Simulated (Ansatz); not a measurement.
# YTi2Al2, from a guessed structure to a relaxed one

Starting from a made-up structure for YTi2Al2, the aim is the relaxed cell, its shortest contacts and, where a second run follows, its electronic structure.

Main program and level: Ansatz 0.2.0; DFT, PBE, plane-wave PAW, files of the set soft_1, scalar-relativistic, no spin, cell and ions relaxed at zero pressure; PAW set soft_1, in the first sound run; inputs show where later runs differ.

### 1. The starting structure

It takes space group P-3m1 (No. 164, trigonal). Conventional cell: a = 4.161 Å, b = 4.161 Å, c = 6.634 Å, α = 90.00°, β = 90.00°, γ = 120.00°. Nearest to Y lie 6 Ti at 2.93 Å. Ti has 4 Al at 2.50 to 2.58 Å and 3 Y at 2.93 Å nearest. Nearest to Al lie 4 Ti at 2.50 to 2.58 Å. Farther neighbours are not listed.

### 2. Relaxation of the guess

The guessed cell has no reason to be at equilibrium. It is relaxed with the atoms, within the space group of the guess.

Contents of input.yaml:

```yaml
crystal:
  lattice:
    - [4.161, 0.0, 0.0]
    - [-2.0805, 3.603531705, 0.0]
    - [0.0, 0.0, 6.634]
  atoms:
    - { symbol: "Y", position: [0.0, 0.0, 0.0] }
    - { symbol: Ti, position: [0.666666667, 0.333333333, 0.7461] }
    - { symbol: Ti, position: [0.333333333, 0.666666667, 0.2539] }
    - { symbol: Al, position: [0.666666667, 0.333333333, 0.3566] }
    - { symbol: Al, position: [0.333333333, 0.666666667, 0.6434] }
kpoints:
  mp_grid: { grid: [7, 7, 4] }
scf:
  occupations: { method: fermi_dirac, width: 0.05 }
hamiltonian:
  xc: pbe
  pseudopotentials: { kind: paw, azcp: { folder: soft_1 } }
relax:
  f_tol: 0.015
  max_steps: 70
  cell: {}
output:
  forces: true
  stress: true
```

The run is started by

```bash
ansatz run input.yaml --threads 4 --pin off --max-ram 8192MiB --backend cpu --events-out ev --progress --plain --runs-dir out
```

Numbers of over 12 decimals in the logs are rounded to 6 here.

Output:

```text
Engine: ansatz 0.2.0, aarch64-unknown-linux-gnu
Pseudopotentials: kind: paw
Pseudopotential: Y, paw, valence charge 11, recommended cutoff 420 eV (normal), soft_1/Y.paw.azcp
Pseudopotential: Ti, paw, valence charge 12, recommended cutoff 420 eV (normal), soft_1/Ti.paw.azcp
Pseudopotential: Al, paw, valence charge 3, recommended cutoff 420 eV (normal), soft_1/Al.paw.azcp
Functional definition: PBE
  parameter kappa = 0.804
  parameter beta = 0.066725
  exchange = pbe_x(kappa = kappa, mu = beta*pi^2/3)
  correlation = pbe_c(beta = beta)
Crystal: 5 atoms, lattice volume = 99.472 Å³
Basis set: ecut = 420 eV, 1913 PW (Γ), exchange–correlation on 60×60×90 points (8 copies of the dense FFT grid, shifted against one another)
Bands: 26, of which v1, the nominal top of the filled ones, is band 21 counted from 1 (20 counted from 0)
Symmetry: 12 space group operations
Space group: P-3m1 (ITA 164), of the structure as read, at distance tolerance 4.6e-5 Å
k-points: 28 of 196
Non-local potential: Y, projectors of the file, l = 0: 3, l = 1: 2, l = 2: 2, l = 3: 1
Non-local potential: Ti, projectors of the file, l = 0: 3, l = 1: 2, l = 2: 3, l = 3: 1
Non-local potential: Al, projectors of the file, l = 0: 2, l = 1: 2, l = 2: 1
PAW form: soft (Blöchl's): semilocal exchange-correlation on the pseudo side does not see the compensation charge
PAW one-centre angular grid: Y, 590 points (default); XC on 64 Gauss nodes
PAW one-centre angular grid: Ti, 590 points (default); XC on 64 Gauss nodes
PAW one-centre angular grid: Al, 110 points (default); XC on 64 Gauss nodes
Initial density: superposition of atomic densities (chi_scale 0.1, normalization cell, long waves kept (reshape's long-wave potential 0.01 eV rms))
Initial wavefunctions: pseudopotential atomic-orbital guess
Functional: x = pbe(κ = 0.804, μ = 0.219515), c = pbe(β = 0.066725)
SCF iter   1: F=—  HF=-9919.982021 eV  |F-HF|=—  |Δ(HF+E_count)|=         —  Δρ=3.27e-2  dr2=1.58e0  ethr=3.10e-3  ⟨swp⟩=6.0  Hψ=3010  notcnv=0
preconditioner: auto → Kerker (q_TF=auto, 2.354 Å⁻¹)  [metal: Δε(μ)=0.027 eV  Ē_g=3.173 eV  σ=0.050 eV  W_gap=0.13  n_scr=22 (ndim 8)  ℏωp=15.4 eV  f_vac=0.000  D(μ)=7.68/eV (n_scr^D=96)]
SCF iter   2: F=—  HF=-9919.767437 eV  |F-HF|=—  |Δ(HF+E_count)|=   2.15e-1  Δρ=1.54e-2  dr2=3.85e-1  ethr=3.10e-3  ⟨swp⟩=2.0  Hψ=1069  notcnv=0
SCF iter   3: F=—  HF=-9919.696122 eV  |F-HF|=—  |Δ(HF+E_count)|=   7.13e-2  Δρ=4.82e-3  dr2=4.83e-2  ethr=9.38e-4  ⟨swp⟩=2.1  Hψ=968  notcnv=0
SCF iter   4: F=—  HF=-9919.686345 eV  |F-HF|=—  |Δ(HF+E_count)|=   9.78e-3  Δρ=1.21e-3  dr2=2.55e-3  ethr=1.18e-4  ⟨swp⟩=2.0  Hψ=1080  notcnv=0
SCF iter   5: F=—  HF=-9919.686494 eV  |F-HF|=—  |Δ(HF+E_count)|=   1.49e-4  Δρ=4.18e-4  dr2=3.33e-4  ethr=6.23e-6  ⟨swp⟩=2.3  Hψ=973  notcnv=0
SCF iter   6: F=—  HF=-9919.686554 eV  |F-HF|=—  |Δ(HF+E_count)|=   5.96e-5  Δρ=1.29e-4  dr2=1.88e-5  ethr=8.13e-7  ⟨swp⟩=2.0  Hψ=920  notcnv=0
SCF iter   7: F=—  HF=-9919.686535 eV  |F-HF|=—  |Δ(HF+E_count)|=   1.89e-5  Δρ=3.32e-5  dr2=1.03e-6  ethr=4.58e-8  ⟨swp⟩=2.1  Hψ=1159  notcnv=0
SCF iter   8: F=-9919.686535 eV  HF=-9919.686535 eV  |F-HF|=4.74e-9  |Δ(HF+E_count)|=   1.92e-8  Δρ=5.33e-6  dr2=2.71e-8  ethr=2.44e-10  ⟨swp⟩=4.9  Hψ=2624  notcnv=0
SCF 1 converged in 8 iterations: F = -9919.686535 eV  dr2 = 2.71e-8
  greatest PAW one-centre occupation: 0.999 electrons in one spin orbital (limit 2), on the Ti atom at site 2 (counted from 0), in its partial waves of l = 0
relax step   1: F+E_penalty+E_count = -9919.68653476 eV  Δ(F+E_penalty+E_count) = +0.000e0 eV  max|allowed force component| = 4.620e-1 eV/Å  Δτ_max = 0.0000 Å  P = +11.464 GPa  Ω = 99.472 Å³  (8 SCF iters, dr2 threshold 1.00e-7 eV, accepted)
Crystal: 5 atoms, lattice volume = 110.547 Å³
Basis set: ecut = 420 eV, 2213 PW (Γ), exchange–correlation on 60×60×90 points (8 copies of the dense FFT grid, shifted against one another)
Initial density: handed on by an earlier stage of this run
Initial wavefunctions: those handed on with the density
iter 1 solved again at ethr=7.69e-5 eV; its pass at ethr=3.10e-3 eV (dr2=3.15e-2 eV) is discarded
SCF iter   1: F=—  HF=-9920.318510 eV  |F-HF|=—  |Δ(HF+E_count)|=         —  Δρ=3.99e-3  dr2=3.20e-2  ethr=7.69e-5  ⟨swp⟩=1.3  Hψ=4135  notcnv=0
preconditioner: auto → Kerker (q_TF=auto, 2.313 Å⁻¹)  [metal: Δε(μ)=0.016 eV  Ē_g=2.918 eV  σ=0.050 eV  W_gap=0.08  n_scr=22 (ndim 8)  ℏωp=14.6 eV  f_vac=0.000  D(μ)=8.11/eV (n_scr^D=96)]
SCF iter   2: F=—  HF=-9920.315902 eV  |F-HF|=—  |Δ(HF+E_count)|=   2.61e-3  Δρ=2.50e-3  dr2=1.45e-2  ethr=7.69e-5  ⟨swp⟩=1.8  Hψ=777  notcnv=0
SCF iter   3: F=—  HF=-9920.313950 eV  |F-HF|=—  |Δ(HF+E_count)|=   1.95e-3  Δρ=5.47e-4  dr2=5.50e-4  ethr=3.53e-5  ⟨swp⟩=2.0  Hψ=1074  notcnv=0
SCF iter   4: F=—  HF=-9920.314061 eV  |F-HF|=—  |Δ(HF+E_count)|=   1.11e-4  Δρ=2.30e-4  dr2=1.29e-4  ethr=1.34e-6  ⟨swp⟩=2.4  Hψ=913  notcnv=0
SCF iter   5: F=—  HF=-9920.314038 eV  |F-HF|=—  |Δ(HF+E_count)|=   2.35e-5  Δρ=9.25e-5  dr2=1.91e-5  ethr=3.16e-7  ⟨swp⟩=2.0  Hψ=945  notcnv=0
SCF iter   6: F=—  HF=-9920.314043 eV  |F-HF|=—  |Δ(HF+E_count)|=   5.27e-6  Δρ=4.44e-5  dr2=3.21e-6  ethr=4.65e-8  ⟨swp⟩=2.0  Hψ=979  notcnv=0
SCF iter   7: F=-9920.314043 eV  HF=-9920.314043 eV  |F-HF|=8.34e-8  |Δ(HF+E_count)|=   2.34e-9  Δρ=9.92e-6  dr2=1.47e-7  ethr=1.22e-9  ⟨swp⟩=3.0  Hψ=2922  notcnv=0
SCF 2 converged in 7 iterations: F = -9920.314043 eV  dr2 = 1.47e-7
relax step   2: F+E_penalty+E_count = -9920.31404283 eV  Δ(F+E_penalty+E_count) = -6.275e-1 eV  max|allowed force component| = 3.926e-1 eV/Å  Δτ_max = 0.0365 Å  P = +2.727 GPa  Ω = 110.547 Å³  energy of the carried Pulay correction = -1.619e-3 eV  (7 SCF iters, dr2 threshold 5.00e-7 eV, accepted)
Crystal: 5 atoms, lattice volume = 115.855 Å³
Basis set: ecut = 420 eV, 2283 PW (Γ), exchange–correlation on 60×60×90 points (8 copies of the dense FFT grid, shifted against one another)
iter 1 solved again at ethr=2.11e-4 eV; its pass at ethr=3.10e-3 eV (dr2=8.66e-2 eV) is discarded
SCF iter   1: F=—  HF=-9920.849619 eV  |F-HF|=—  |Δ(HF+E_count)|=         —  Δρ=7.00e-3  dr2=8.53e-2  ethr=2.11e-4  ⟨swp⟩=1.0  Hψ=4550  notcnv=0
preconditioner: auto → Kerker (q_TF=auto, 2.295 Å⁻¹)  [metal: Δε(μ)=0.008 eV  Ē_g=2.862 eV  σ=0.050 eV  W_gap=0.04  n_scr=22 (ndim 8)  ℏωp=14.2 eV  f_vac=0.000  D(μ)=7.68/eV (n_scr^D=96)]
SCF iter   2: F=—  HF=-9920.842117 eV  |F-HF|=—  |Δ(HF+E_count)|=   7.50e-3  Δρ=3.93e-3  dr2=2.80e-2  ethr=2.08e-4  ⟨swp⟩=2.1  Hψ=844  notcnv=0
SCF iter   3: F=—  HF=-9920.838936 eV  |F-HF|=—  |Δ(HF+E_count)|=   3.18e-3  Δρ=9.26e-4  dr2=1.59e-3  ethr=6.84e-5  ⟨swp⟩=2.0  Hψ=852  notcnv=0
[...]
relax step   5: F+E_penalty+E_count = -9921.83199025 eV  Δ(F+E_penalty+E_count) = -4.790e-1 eV  max|allowed force component| = 7.202e-1 eV/Å  Δτ_max = 0.1480 Å  P = -3.133 GPa  Ω = 115.601 Å³  energy of the carried Pulay correction = -2.302e-3 eV  (7 SCF iters, dr2 threshold 5.00e-7 eV, accepted)
relax step   6: F+E_penalty+E_count = -9922.12807668 eV  Δ(F+E_penalty+E_count) = -2.961e-1 eV  max|allowed force component| = 2.652e-1 eV/Å  Δτ_max = 0.1249 Å  P = -1.266 GPa  Ω = 111.149 Å³  energy of the carried Pulay correction = -1.702e-3 eV  (7 SCF iters, dr2 threshold 5.00e-7 eV, accepted)
relax step   7: F+E_penalty+E_count = -9922.25992029 eV  Δ(F+E_penalty+E_count) = -1.318e-1 eV  max|allowed force component| = 4.105e-1 eV/Å  Δτ_max = 0.1920 Å  P = -0.312 GPa  Ω = 109.012 Å³  energy of the carried Pulay correction = -1.405e-3 eV  (7 SCF iters, dr2 threshold 5.00e-7 eV, accepted)
relax step   8: F+E_penalty+E_count = -9922.41295090 eV  Δ(F+E_penalty+E_count) = -1.530e-1 eV  max|allowed force component| = 4.847e-1 eV/Å  Δτ_max = 0.1950 Å  P = -0.870 GPa  Ω = 109.109 Å³  energy of the carried Pulay correction = -1.418e-3 eV  (7 SCF iters, dr2 threshold 5.00e-7 eV, accepted)
relax step   9: F+E_penalty+E_count = -9922.61963005 eV  Δ(F+E_penalty+E_count) = -2.067e-1 eV  max|allowed force component| = 3.565e-1 eV/Å  Δτ_max = 0.1939 Å  P = -2.046 GPa  Ω = 109.581 Å³  energy of the carried Pulay correction = -1.484e-3 eV  (7 SCF iters, dr2 threshold 5.00e-7 eV, accepted)
relax step  10: F+E_penalty+E_count = -9922.72969065 eV  Δ(F+E_penalty+E_count) = -1.101e-1 eV  max|allowed force component| = 3.279e-1 eV/Å  Δτ_max = 0.1994 Å  P = -1.369 GPa  Ω = 107.741 Å³  energy of the carried Pulay correction = -1.225e-3 eV  (7 SCF iters, dr2 threshold 5.00e-7 eV, accepted)
relax step  11: F+E_penalty+E_count = -9922.69148621 eV  Δ(F+E_penalty+E_count) = +3.820e-2 eV  max|allowed force component| = 2.777e-1 eV/Å  Δτ_max = 0.0945 Å  P = +1.932 GPa  Ω = 103.711 Å³  energy of the carried Pulay correction = -6.403e-4 eV  (7 SCF iters, dr2 threshold 5.00e-7 eV, rejected (line search))
relax step  12: F+E_penalty+E_count = -9922.75345007 eV  Δ(F+E_penalty+E_count) = -2.376e-2 eV  max|allowed force component| = 3.576e-2 eV/Å  Δτ_max = 0.0428 Å  P = +0.012 GPa  Ω = 105.723 Å³  energy of the carried Pulay correction = -9.349e-4 eV  (10 SCF iters, accepted)
relax step  13: F+E_penalty+E_count = -9922.75362800 eV  Δ(F+E_penalty+E_count) = -1.779e-4 eV  max|allowed force component| = 1.419e-2 eV/Å  Δτ_max = 0.0067 Å  P = +0.027 GPa  Ω = 105.743 Å³  energy of the carried Pulay correction = -9.379e-4 eV  (6 SCF iters, dr2 threshold 7.99e-8 eV, accepted)
relax step  14: F+E_penalty+E_count = -9922.76494330 eV  Δ(F+E_penalty+E_count) = -1.132e-2 eV  max|allowed force component| = 1.408e-2 eV/Å  Δτ_max = 0.0000 Å  P = +0.210 GPa  Ω = 105.743 Å³  stress off target by 3.06e-1 GPa  SCF on the basis re-selected at this cell (its energy is not comparable with the rows above)  (6 SCF iters)
relax step  15: F+E_penalty+E_count = -9922.76532156 eV  Δ(F+E_penalty+E_count) = -3.783e-4 eV  max|allowed force component| = 1.754e-3 eV/Å  Δτ_max = 0.0026 Å  P = +0.022 GPa  Ω = 106.004 Å³  energy of the carried Pulay correction = -3.909e-5 eV  (6 SCF iters, dr2 threshold 2.35e-7 eV, accepted)
iter 1 solved again at ethr=2.15e-7 eV; its pass at ethr=3.10e-3 eV (dr2=8.80e-5 eV) is discarded
SCF iter   1: F=—  HF=-9922.765361 eV  |F-HF|=—  |Δ(HF+E_count)|=         —  Δρ=1.37e-5  dr2=7.86e-9  ethr=2.15e-7  ⟨swp⟩=3.1  Hψ=4899  notcnv=0
eigensolver tolerance schedule: the retry pair's looser diagonalisation over-reported the residual by 11193.02 of it (diagonalisation noise at 3.44 of the residual, at the tolerance the schedule requests for it); recorded, not acted on — ethr = c·dr2/N_el stays at c = 1.0e-1
preconditioner: auto → Kerker (q_TF=auto, 2.329 Å⁻¹)  [metal: Δε(μ)=0.034 eV  Ē_g=3.231 eV  σ=0.050 eV  W_gap=0.17  n_scr=22 (ndim 8)  ℏωp=14.9 eV  f_vac=0.000  D(μ)=5.32/eV (n_scr^D=52)]
SCF iter   2: F=—  HF=-9922.765357 eV  |F-HF|=—  |Δ(HF+E_count)|=   4.37e-6  Δρ=6.96e-6  dr2=2.64e-9  ethr=1.92e-11  ⟨swp⟩=3.0  Hψ=1644  notcnv=0
SCF iter   3: F=—  HF=-9922.765357 eV  |F-HF|=—  |Δ(HF+E_count)|=   2.54e-7  Δρ=1.12e-6  dr2=5.69e-10  ethr=6.44e-12  ⟨swp⟩=2.0  Hψ=1047  notcnv=0
SCF iter   4: F=—  HF=-9922.765357 eV  |F-HF|=—  |Δ(HF+E_count)|=   5.37e-9  Δρ=3.47e-7  dr2=1.41e-10  ethr=1.39e-12  ⟨swp⟩=1.1  Hψ=733  notcnv=0
iter 5 did not close the SCF: its close was put off for the readings that it lacked (scf_convergence_deferred on its scf_iter line)
SCF iter   5: F=-9922.765357 eV  HF=-9922.765357 eV  |F-HF|=0.00e0  |Δ(HF+E_count)|=  3.33e-10  Δρ=1.10e-7  dr2=2.43e-11  ethr=1.00e-12  ⟨swp⟩=1.0  Hψ=728  notcnv=0
SCF iter   6: F=-9922.765357 eV  HF=-9922.765357 eV  |F-HF|=0.00e0  |Δ(HF+E_count)|=  9.09e-12  Δρ=1.78e-8  dr2=2.83e-13  ethr=1.00e-12  ⟨swp⟩=3.0  Hψ=2260  notcnv=0
SCF 16 converged in 6 iterations: F = -9922.765357 eV  dr2 = 2.83e-13
relax step  16: F+E_penalty+E_count = -9922.76535723 eV  Δ(F+E_penalty+E_count) = -3.566e-5 eV  max|allowed force component| = 1.743e-3 eV/Å  Δτ_max = 0.0000 Å  P = +0.022 GPa  Ω = 106.004 Å³  stress off target by 3.69e-2 GPa  SCF on the basis re-selected at this cell (its energy is not comparable with the rows above)  (6 SCF iters)
basis re-selected at this cell: Δ(F+E_penalty+E_count) = -3.566e-5 eV, ΔP = -0.000 GPa vs the last step (what re-selecting the basis moved, of the pressure what is left beyond the Pulay correction that the steps carried, after the strain that the cell walked since its last selection, with what the two solves' SCF thresholds leave and, on support functions, any second-order correction that the steps lacked; it is no m [...]
SCF converged after 6 iterations
Free energy (F): -9922.765357 eV
Harris-Foulkes:  -9922.765357 eV  (|F-HF|=0.00e0)
Internal energy: -9922.720808 eV  (E = F + TS)
E sigma→0 (E₀):  -9922.743083 eV
Entropy (-TS):   -0.044549 eV (-8.910 meV/atom)
Fermi energy:    9.103061 eV
--- Per-component energies (eV) ---
  E_band       = -508.160150
  E_kinetic    = 919.224518
  E_local      = -2953.040060  (includes V_loc(G=0)·N_el)
  E_nonlocal   = 170.017166
  E_hartree    = 1149.710515
  E_xc         = -484.622272
  E_vxc        = -552.355026  (∫ρ·V_xc dr)
  E_paw        = -5838.710642  (= ΣΔE_a)
  E_vpaw       = -391.427632  (= ΣTr[D̂ρ^β])
  E_aug_tail   = -0.000144  (compensation charges beyond the density's cutoff)
  E_ewald      = -2885.299890
  E_smearing   = -0.044549  (= −TS)
  E_closure    = -0.000000  (closes the sum)
  Σ components = -9922.765357   (vs F -9922.765357, Δ=0.00e0)
--- Forces (eV/Å), atoms counted from 1 ---
  atom   1  Y      0.00000000    -0.00000000     0.00000000
  atom   2  Ti    -0.00000000     0.00000000     0.00054964
  atom   3  Ti    -0.00000000    -0.00000000    -0.00054964
  atom   4  Al    -0.00000000    -0.00000000     0.00174330
  atom   5  Al     0.00000000     0.00000000    -0.00174330
  max |Σ_I F_I| component: 9.25e-18 eV/Å
--- Stress (GPa, compression-positive) ---
        0.036923       0.000000      -0.000000
        0.000000       0.036923      -0.000000
       -0.000000      -0.000000      -0.007830
  P = ⅓ Tr σ = 0.0220 GPa (0.220 kbar)
--- Relaxed structure (14 steps of the walk, 13 accepted, 2 SCFs on fresh bases) ---
  F+E_penalty+E_count = -9922.76535723 eV   max|allowed force component| = 1.743e-3 eV/Å   (the final SCF, on the basis selected at the relaxed cell)
  cell:  # Å, volume = 106.0042 Å³
    - [4.722661, 0, -2.0139770424531016e-17]
    - [-2.361330, 4.089944, 1.006988521226551e-17]
    - [-3.210940567148879e-17, 0, 5.488060]
  atoms:
    - { symbol: Y, position: [0, 0, 4.393029001569243e-18] }
    - { symbol: Ti, position: [0.666667, 0.333333, 0.640425] }
    - { symbol: Ti, position: [0.333333, 0.666667, 0.359575] }
    - { symbol: Al, position: [0.666667, 0.333333, 0.171525] }
    - { symbol: Al, position: [0.333333, 0.666667, 0.828475] }
```

Elapsed: 18 s, on 4 threads of Arm Neoverse V2, shared host; peak memory 0.43 GiB.

Relaxation path:

```csv
step,energy less that of the first step (eV),largest force component (eV/Å),pressure (GPa),volume (Å³)
1,0.0000,0.4620,11.46,99.47
2,-0.6275,0.3926,2.73,110.55
3,-1.1523,0.6601,-0.99,115.86
4,-1.6665,0.7737,-2.35,116.43
5,-2.1455,0.7202,-3.13,115.60
6,-2.4415,0.2652,-1.27,111.15
7,-2.5734,0.4105,-0.31,109.01
8,-2.7264,0.4847,-0.87,109.11
9,-2.9331,0.3565,-2.05,109.58
10,-3.0432,0.3279,-1.37,107.74
11,-3.0050,0.2777,1.93,103.71
12,-3.0669,0.0358,0.01,105.72
13,-3.0671,0.0142,0.03,105.74
14*,-3.0784,0.0141,0.21,105.74
15,-3.0788,0.0018,0.02,106.00
16*,-3.0788,0.0017,0.02,106.00
```

Relaxation steps marked * repeat the geometry before them on a plane-wave basis chosen anew for their cell, so energy and pressure can jump there. Relaxation step 11 was tried and not accepted.

The run keeps the 12 symmetry operations that it works with, so distortions that break them were not tested.

```csv
cell as run,before,after,change
a (Å),4.161,4.723,+13.5 %
b (Å),4.161,4.723,+13.5 %
c (Å),6.634,5.488,-17.3 %
volume (Å³/atom),19.89,21.20,+6.6 %
```

The atoms that moved most (Å, as changes of fractional coordinates times the final cell):

```csv
atom,dx,dy,dz,length
Al4,0.000,0.000,-1.016,1.016
Al5,0.000,0.000,1.016,1.016
Ti2,0.000,0.000,-0.580,0.580
Ti3,0.000,0.000,0.580,0.580
```

Final coordinates:

```cif
data_structure
_symmetry_space_group_name_H-M 'P 1'
_symmetry_Int_Tables_number 1
_cell_length_a 4.7227
_cell_length_b 4.7227
_cell_length_c 5.4881
_cell_angle_alpha 90.000
_cell_angle_beta 90.000
_cell_angle_gamma 120.000
_cell_volume 106.00
loop_
_atom_site_label
_atom_site_type_symbol
_atom_site_fract_x
_atom_site_fract_y
_atom_site_fract_z
_atom_site_occupancy
Y1 Y 0.00000 0.00000 0.00000 1
Ti2 Ti 0.66667 0.33333 0.64043 1
Ti3 Ti 0.33333 0.66667 0.35957 1
Al4 Al 0.66667 0.33333 0.17153 1
Al5 Al 0.33333 0.66667 0.82847 1
```

Numbers from this step:

```yaml
free_energy: -9922.7654 eV
energy_at_zero_smearing: -9922.7431 eV
smearing_term_ts: 0.04455 eV
fermi_energy: 9.103 eV
electrons: 41
symmetry_operations: 12
pressure: 0.02200 GPa
```

The shortest distance of each pair, which need not be the same contact before and after:

```csv
pair,guess (Å),relaxed (Å)
Al–Ti,2.497,2.573
Al–Y,3.372,2.885
Ti–Ti,4.054,3.132
Al–Al,3.065,3.313
Ti–Y,2.934,3.366
```

The relaxation ends with a largest force component of 0.0017 eV/Å and a pressure of 0.02 GPa.

(Part 1 of 2 ends here.)

[Logs are printed without paths, hosts, clocks, repeated set-up lines and the standing remarks that a program may print on its own settings, such as how far it seeks lower states.]

[Hosts, paths, dates, database ids (printed as entryN), source tags and the programs' standing remarks are cut or masked in the printed files.]
